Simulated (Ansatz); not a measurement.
# How Rh(110) screens a field, part 2 of 2

Where does the screening charge of Rh(110) sit?

Ansatz 0.2.0; plane-wave DFT, r2SCAN, Ansatz PAW.

So far. Step 7 (Single point, field 0.2 V/Å): The dipole is 0.0959 e·Å.

### Step 8. Single point, field -0.2 V/Å

Contents of input.yaml:

```yaml
crystal:
  lattice:
    - [3.8, 0.0, 0.0]
    - [0.0, 2.6870057685, 0.0]
    - [0.0, 0.0, 23.374011537]
  atoms:
    - { symbol: Rh, position: [0.0, 0.0, 0.3850430204] }
    - { symbol: Rh, position: [0.5, 0.5, 0.4425215102] }
    - { symbol: Rh, position: [0.0, 0.0, 0.5] }
    - { symbol: Rh, position: [0.5, 0.5, 0.5574784898] }
    - { symbol: Rh, position: [0.0, 0.0, 0.6149569796] }
kpoints:
  mp_grid: { grid: [14, 18, 1] }
hamiltonian:
  xc: r2scan
scf:
  occupations: { method: fermi_dirac, width: 0.1 }
  convergence: { dr2_threshold: 1.0e-10 }
efield:
  axis: 3
  dipole_correction: true
  ramp_position: 0.97
  ramp_width: 0.06
  amplitude: -0.2
output:
  forces: true
  write_potential: true
  write_density: true
  volumetric_format: npy
```

Command:

```
$ ansatz run input.yaml --threads 4 --pin off --max-ram 6144MiB --backend cpu --events-out ev --progress --plain --runs-dir out
```

What it wrote:

```text
[...]
Crystal: 5 atoms, lattice volume = 238.663 Å³
Basis set: ecut = 500 eV, 6013 PW (Γ), exchange–correlation on 120×80×720 points (64 copies of the dense FFT grid, shifted against one another)
Bands: 51, of which v1, the nominal top of the filled ones, is band 43 counted from 1 (42 counted from 0)
Symmetry: 4 space group operations
k-points: 80 of 252
[...]
k-point 0: bands = [... 39 lower, 2.2670, 2.5215, 2.5619, 2.7831, 3.3194, 3.4860, 3.5409, 3.5844, ... 4 higher]
  k-point 1: bands = [... 39 lower, 2.1973, 2.6322, 2.6481, 2.7479, 3.1206, 3.4220, 3.6122, 3.7667, ... 4 higher]
  k-point 2: bands = [... 39 lower, 2.2019, 2.6846, 2.7612, 2.7918, 2.9053, 3.2767, 3.6833, 3.7894, ... 4 higher]
  k-point 79: bands = [... 39 lower, 2.9309, 3.7096, 3.7540, 3.8015, 3.8892, 3.9137, 5.6001, 5.8783, ... 4 higher]
[key lines of the parts left out:]
SCF converged after 13 iterations
Free energy (F): -32072.960939 eV
Fermi energy:    3.137842 eV
Dipole field:    D = -0.072719 V/Å  (p = -0.095912 e·Å, saw-weighted, corrected)
```

Wall time 69 s (4 threads of Arm Neoverse V1, shared host); peak memory 1.4 GiB; 4.5 min of CPU time.

The dipole is -0.0959 e·Å.

### Step 9. Single point, field 0.4 V/Å

input.yaml: that of step 8 with these lines changed.

```diff
@@ -23,3 +23,3 @@
   ramp_width: 0.06
-  amplitude: -0.2
+  amplitude: 0.4
 output:
@@ -29 +29,2 @@
   volumetric_format: npy
+  elf: true
```

What it wrote:

```text
[...]
Crystal: 5 atoms, lattice volume = 238.663 Å³
Basis set: ecut = 500 eV, 6013 PW (Γ), exchange–correlation on 120×80×720 points (64 copies of the dense FFT grid, shifted against one another)
Bands: 51, of which v1, the nominal top of the filled ones, is band 43 counted from 1 (42 counted from 0)
Symmetry: 4 space group operations
k-points: 80 of 252
[...]
k-point 0: bands = [... 39 lower, 2.2566, 2.5113, 2.5489, 2.7729, 3.3094, 3.4758, 3.5292, 3.5741, ... 4 higher]
  k-point 1: bands = [... 39 lower, 2.1874, 2.6220, 2.6349, 2.7383, 3.1105, 3.4118, 3.6001, 3.7565, ... 4 higher]
  k-point 2: bands = [... 39 lower, 2.1916, 2.6734, 2.7504, 2.7815, 2.8952, 3.2663, 3.6732, 3.7764, ... 4 higher]
  k-point 79: bands = [... 39 lower, 2.9209, 3.6994, 3.7437, 3.7914, 3.8788, 3.9038, 5.5904, 5.8685, ... 4 higher]
[key lines of the parts left out:]
SCF converged after 16 iterations
Free energy (F): -32072.989725 eV
Fermi energy:    3.127650 eV
Dipole field:    D = 0.145572 V/Å  (p = 0.192000 e·Å, saw-weighted, corrected)
```

It took 86 s on 4 threads; peak memory 1.4 GiB.

Running mean over 1.344 Å of the planar mean, with the applied field; the ramp of the sawtooth is left out. The electron's electrostatic potential energy less the Fermi level by z:

```csv
z (Å),electron's electrostatic potential energy less the Fermi level (eV)
3,2.79
4,3.19
5,3.59
6,3.96
7,4.03
8,-0.192
9,-11.2
10,-12.7
11,-13.0
12,-13.0
13,-12.9
14,-12.3
15,-4.91
16,3.88
17,4.95
18,5.39
19,5.79
20,6.19
```

The dipole is 0.192 e·Å.

### Step 10. The response

This step: plane-wave DFT, r2SCAN, Ansatz PAW; screening of a field by a metal slab (Ansatz 0.2.0).

The dipoles give the slope, and the difference of two potentials shows where the field is screened.

This step gave:

```
equivalent conductor thickness p/(ε₀AE)      : 8.497 Å
distance between the outer atoms             : 5.374 Å
image plane, upper face                      : 1.636 Å
induced electrons on the upper face over ε₀E : -0.9826
image plane, lower face                      : 1.636 Å
induced electrons on the lower face over ε₀E : 0.9826
```

The dipole of the cell by applied field:

```
applied field (V/Å)  dipole of the cell (e·Å)
             -0.200                   -0.0959
             -0.100                   -0.0479
             -0.050                   -0.0240
              0.000                   -6.8e-7
              0.050                    0.0240
              0.100                    0.0479
              0.200                    0.0959
              0.400                     0.192
```

Local field over the applied field, running mean. From the potentials at -0.05 and 0.05 V/Å; running mean over 1.344 Å. Local field over applied field against z:

```csv
z (Å),local field over applied field
4.5,0.998
5.0,0.994
5.5,0.984
6.0,0.958
6.5,0.897
7.0,0.766
7.5,0.531
8.0,0.242
8.5,0.0403
9.0,-0.0222
9.5,-0.0117
10.0,-0.00312
10.5,-0.00305
11.0,0.00363
11.5,0.00883
12.0,0.00791
12.5,0.00152
13.0,-0.00336
13.5,-0.00520
14.0,-0.0135
14.5,-0.0193
15.0,0.0797
15.5,0.311
16.0,0.600
16.5,0.808
17.0,0.917
17.5,0.967
18.0,0.987
18.5,0.995
19.0,0.998
```

The induced electron density oscillates, so the rows of the table below give means over 0.5 Å (shorter at the two ends). Its distinct maxima (Å: e/Å³ per V/Å): 7.92: 0.00435, 8.96: 7.2e-4, 14.02: 8.3e-4, 14.67: 0.00101. Distinct minima: 8.70: -0.00101, 9.35: -8.3e-4, 14.41: -7.2e-4, 15.45: -0.00435.

Electrons, planar mean, per unit field. Table of induced electron density by z; means over each step:

```csv
z (Å),induced electron density (e/Å³ per V/Å)
4.5,1.9e-5
5.0,5.2e-5
5.5,1.4e-4
6.0,3.6e-4
6.5,8.6e-4
7.0,0.00185
7.5,0.00333
8.0,0.00401
8.5,7.4e-4
9.0,-3.2e-5
9.5,-2.8e-4
10.0,8.8e-5
10.5,-5.2e-5
11.0,-1.0e-4
11.5,-1.1e-4
12.0,1.5e-4
12.5,4.5e-5
13.0,9.1e-5
13.5,-1.4e-4
14.0,4.1e-4
14.5,1.0e-4
15.0,-0.00179
15.5,-0.00411
16.0,-0.00294
16.5,-0.00154
17.0,-6.9e-4
17.5,-2.9e-4
18.0,-1.1e-4
18.5,-4.0e-5
19.0,-1.4e-5
```

By hand: between -0.05 and 0.05 V/Å the dipole changes by 0.04794 e·Å, a slope of 0.4794 e·Å²/V. A perfect conductor of thickness t has p = ε₀AEt, so t = 180.95 × 0.4794 / 10.211 = 8.50 Å (e/ε₀ = 180.95 V·Å, A in Å²). Less the 5.37 Å between the outer atoms, and halved, that puts each image plane 1.56 Å out.

The induced dipole is that of a conductor 8.50 Å thick.

### Step 11. A changed input

This step: plane-wave DFT, r2SCAN, Ansatz PAW, but for the change named below (Ansatz 0.2.0).

A run with a changed input: it repeats the earlier run at 0.05 V/Å with basis.ecutrho_ratio to 9 and hamiltonian.pseudopotentials to kind: nc; its output block differs too.

input.yaml: that of step 9 with these lines changed.

```diff
@@ -15,2 +15,3 @@
   xc: r2scan
+  pseudopotentials: { kind: nc }
 scf:
@@ -23,3 +24,3 @@
   ramp_width: 0.06
-  amplitude: 0.4
+  amplitude: 0.05
 output:
@@ -29,2 +30,3 @@
   volumetric_format: npy
-  elf: true
+basis:
+  ecutrho_ratio: 9
```

What it wrote:

```text
Engine: ansatz 0.2.0, aarch64-unknown-linux-gnu
Pseudopotentials: kind: nc
Pseudopotential: Rh, nc, valence charge 17, recommended cutoff 1197.300995 eV (normal), Rh.nc.azcp
Functional definition: r2SCAN
  parameter k0 = 0.174
  parameter k1 = 0.065
  parameter a1 = 4.9479
  exchange = r2scan_x(k0 = k0, k1 = k1, a1 = a1)
  correlation = r2scan_c
name one with --spill-dir DIR, on a local disk that has 1.01 GiB free on top of a fifth of its size, which is kept free (a 1 TiB disk: 205.81 GiB free)
with nothing else changed it takes a maximum of at least 6.44 GiB, with nothing to spare, and 7.08 GiB leaves up to a tenth: --max-ram 7.08GiB where that set the maximum, else more of the term that did, and with no share typed, where 7.08 GiB is over 0.88 of the host's memory or its container's limit, a share of 0.88 or more that holds the maximum too (--max-ram-frac F), where one does; The budget is ten elevenths of [...]
```

It took 4 s on 4 threads; peak memory 0.41 GiB; 6.7 s of CPU time.

The input was rejected at the start.

### Step 12. Varying the input: efield.amplitude = 0.2

This step: plane-wave DFT, r2SCAN, Ansatz PAW (Ansatz 0.2.0).

Another changed input: it repeats the earlier run at 0.05 V/Å with efield.amplitude from 0.05 to 0.2.

input.yaml: that of step 11 with these lines changed.

```diff
@@ -15,3 +15,2 @@
   xc: r2scan
-  pseudopotentials: { kind: nc }
 scf:
@@ -24,3 +23,3 @@
   ramp_width: 0.06
-  amplitude: 0.05
+  amplitude: 0.2
 output:
@@ -30,3 +29 @@
   volumetric_format: npy
-basis:
-  ecutrho_ratio: 9
```

What it wrote:

```text
[...]
Crystal: 5 atoms, lattice volume = 238.663 Å³
Basis set: ecut = 500 eV, 6013 PW (Γ), exchange–correlation on 120×80×720 points (64 copies of the dense FFT grid, shifted against one another)
Bands: 51, of which v1, the nominal top of the filled ones, is band 43 counted from 1 (42 counted from 0)
Symmetry: 4 space group operations
k-points: 80 of 252
[...]
SCF iter   1: F=—  HF=-32073.739110 eV  |F-HF|=—  |Δ(HF+E_count)|=         —  Δρ=5.20e-2  dr2=7.50e1  dr2_τ=5.58e-1  ethr=1.77e-3  p=-0.000 e·Å  D=-4.41e-15 V/Å  ΔV_dip=0.00 eV  dr2_dipole=2.50e1  V_vac-E_F(+/−)=6.64/2.38 eV  ⟨swp⟩=9.1  Hψ=18974  notcnv=0
[...]
SCF iter  13: F=-32072.960939 eV  HF=-32072.960939 eV  |F-HF|=2.29e-10  |Δ(HF+E_count)|=  4.22e-10  Δρ=9.55e-8  dr2=2.76e-11  dr2_τ=2.06e-12  ethr=1.00e-12  p=0.096 e·Å  D=7.27e-2 V/Å  ΔV_dip=-1.70 eV  dr2_dipole=2.79e-12  V_vac-E_F(+/−)=5.76/3.20 eV  ⟨swp⟩=8.8  Hψ=22831  notcnv=0
SCF 1 converged in 13 iterations: F = -32072.960939 eV  dr2 = 2.76e-11
[...]
SCF converged after 13 iterations
Free energy (F): -32072.960939 eV
[...]
Internal energy: -32072.659506 eV  (E = F + TS)
E sigma→0 (E₀):  -32072.810223 eV
Entropy (-TS):   -0.301433 eV (-60.287 meV/atom)
Fermi energy:    3.137842 eV
Dipole field:    D = 0.072719 V/Å  (p = 0.095911 e·Å, saw-weighted, corrected)
Work function:   not extracted (applied field tilts the vacuum); planar V_es + V_field profile in the machine report
[...]
--- Forces (eV/Å), atoms counted from 1 ---
  atom   1  Rh     0.00000000     0.00000000     1.24022276
  atom   2  Rh     0.00000000     0.00000000    -0.87378161
  atom   3  Rh     0.00000000     0.00000000     0.02513270
  atom   4  Rh     0.00000000     0.00000000     0.86570960
  atom   5  Rh     0.00000000     0.00000000    -1.25727364
  max |Σ_I F_I| component: 9.82e-6 eV/Å
--- Band table (eV; the first three rows and the last of 80) ---
  k-point 0: bands = [... 39 lower, 2.2670, 2.5215, 2.5619, 2.7831, 3.3194, 3.4860, 3.5409, 3.5844, ... 4 higher]
  k-point 1: bands = [... 39 lower, 2.1973, 2.6322, 2.6481, 2.7479, 3.1206, 3.4220, 3.6122, 3.7667, ... 4 higher]
  k-point 2: bands = [... 39 lower, 2.2019, 2.6846, 2.7612, 2.7918, 2.9053, 3.2767, 3.6833, 3.7894, ... 4 higher]
  k-point 79: bands = [... 39 lower, 2.9309, 3.7096, 3.7540, 3.8015, 3.8892, 3.9137, 5.6001, 5.8783, ... 4 higher]
```

The job ended after 76 s (4 threads; peak memory 1.4 GiB).

Numbers from this step:

| Item | Value |
| --- | --- |
| energy at zero smearing | -32072.8102 eV |
| dipole along the normal | 0.09591 e·Å |

Force by atom:

| atom | x (eV/Å) | y (eV/Å) | z (eV/Å) | size |
| --- | --- | --- | --- | --- |
| Rh1 | 0.00 | 0.00 | 1.24 | 1.24 |
| Rh2 | 0.00 | 0.00 | -0.87 | 0.87 |
| Rh3 | 0.00 | 0.00 | 0.03 | 0.03 |
| Rh4 | 0.00 | 0.00 | 0.87 | 0.87 |
| Rh5 | 0.00 | 0.00 | -1.26 | 1.26 |

```
                     quantity  this run  earlier run  difference
dipole along the normal (e·Å)   0.09591      0.02397       0.072
```

The applied field differs, and the slope found earlier predicts a dipole of 0.0959 e·Å; this run gives 0.0959 e·Å, in line with it.

### Step 13. Results

- work function: 4.54 eV
- image plane, upper face: 1.64 Å
- induced electrons on the upper face over ε₀E: -0.983
- equivalent conductor thickness p/(ε₀AE): 8.50 Å

The induced charge has its centre 1.64 Å outside the outermost atoms; this is the plane from which a capacitor's gap or an image potential counts. The equivalent conductor thickness exceeds the distance between the outer atoms by 3.12 Å, about the sum of the two image-plane distances. The atoms are held at bulk positions with the tabulated experimental lattice constant.

[Long decimals in the printed logs are rounded to 6 places.]

[Logs are printed without paths, hosts, clocks, repeated set-up lines and the standing remarks that a program may print on its own settings, such as how far it seeks lower states.]

[Hosts, paths, dates, database ids (printed as entryN), source tags and the programs' standing remarks are cut or masked in the printed files.]

[Maps of the electrostatic potential energy from Ansatz leave out the sawtooth potential of an applied field or a dipole correction, so their vacuum need not be flat; planar profiles and work functions include it.]
